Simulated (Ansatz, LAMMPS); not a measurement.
# What went wrong? K+ PF6- in ethylene carbonate and tetrahydrofuran at 400 K (1608 atoms)

Program: Ansatz 0.2.0. The cell: 438 C, 258 O, 744 H, 21 P, 126 F and 21 K.

Contents of input.yaml:

```yaml
crystal:
  lattice:
    - [26.28827, 0.0, 0.0]
    - [0.0, 26.28827, 0.0]
    - [0.0, 0.0, 26.28827]
  atoms:
    - { symbol: C, position: [0.76372, 0.63573, 0.87478] }
    - { symbol: C, position: [0.80839, 0.66288, 0.8508] }
    - { symbol: C, position: [0.85323, 0.63018, 0.87076] }
    - { symbol: O, position: [0.83606, 0.57979, 0.87515] }
    - { symbol: C, position: [0.78118, 0.5809, 0.86921] }
    - { symbol: H, position: [0.75924, 0.64676, 0.91609] }
    - { symbol: H, position: [0.73314, 0.64464, 0.8517] }
    - { symbol: H, position: [0.81085, 0.70347, 0.86146] }
    - { symbol: H, position: [0.79775, 0.65706, 0.81121] }
    - { symbol: H, position: [0.88733, 0.6368, 0.85] }
    - { symbol: H, position: [0.86075, 0.642, 0.911] }
    - { symbol: H, position: [0.77406, 0.57254, 0.82986] }
    - { symbol: H, position: [0.7649, 0.5557, 0.89728] }
    - { symbol: C, position: [0.7846, 0.95216, 0.56997] }
    - { symbol: C, position: [0.77179, 0.94838, 0.51545] }
    - { symbol: C, position: [0.81485, 0.91526, 0.49603] }
    - { symbol: O, position: [0.83132, 0.88864, 0.53768] }
    - { symbol: C, position: [0.80803, 0.90304, 0.58264] }
    [... 1584 atom lines left out ...]
    - { symbol: K, position: [0.82753, 0.26007, 0.79535] }
    - { symbol: K, position: [0.76874, 0.03087, 0.83652] }
    - { symbol: K, position: [0.32618, 0.89609, 0.86602] }
    - { symbol: K, position: [0.63593, 0.67985, 0.36384] }
    - { symbol: K, position: [0.71676, 0.64716, 0.59635] }
    - { symbol: K, position: [0.97243, 0.63801, 0.76527] }
kpoints:
  mp_grid: { grid: [1, 1, 1] }
hamiltonian:
  xc: pbe
  dispersion: d4
scf:
  occupations: { method: fixed }
  eigensolver: { kind: { support_functions: { accuracy: fast } } }
  mixing: { beta: 0.2 }
  max_iter: 100
output:
  forces: true
```

Run with:

```console
> ansatz run input.yaml --threads 32 --pin off --max-ram 143360MiB --backend cuda --events-out ev --progress --plain --runs-dir out
```

Standard output:

```text
Error: YAML parse error: error: line 1622 column 47: unknown variant `fast`, expected one of low, medium, high
    --> <input>:1622:47
     |
1620 | scf:
1621 |   occupations: { method: fixed }
1622 |   eigensolver: { kind: { support_functions: { accuracy: fast } } }
     |                                               ^ unknown variant `fast`, expected one of low, medium, high
1623 |   mixing: { beta: 0.2 }
1624 |   max_iter: 100
     |
```

It took 0.04 s on 32 threads of Arm Neoverse V2, shared host; peak memory 0.018 GiB; 0.04 s of CPU time.

Q: Name the fault and the fix.

An unknown accuracy word: support_functions.accuracy = "fast".

The fix is to type low, medium or high.

The program refused it before any cycle.

[Long decimals in the printed logs are rounded to 6 places.]

[Logs are printed without paths, hosts, clocks, repeated set-up lines and the standing remarks that a program may print on its own settings, such as how far it seeks lower states.]

[Hosts, paths, dates, database ids (printed as entryN), source tags and the programs' standing remarks are cut or masked in the printed files.]
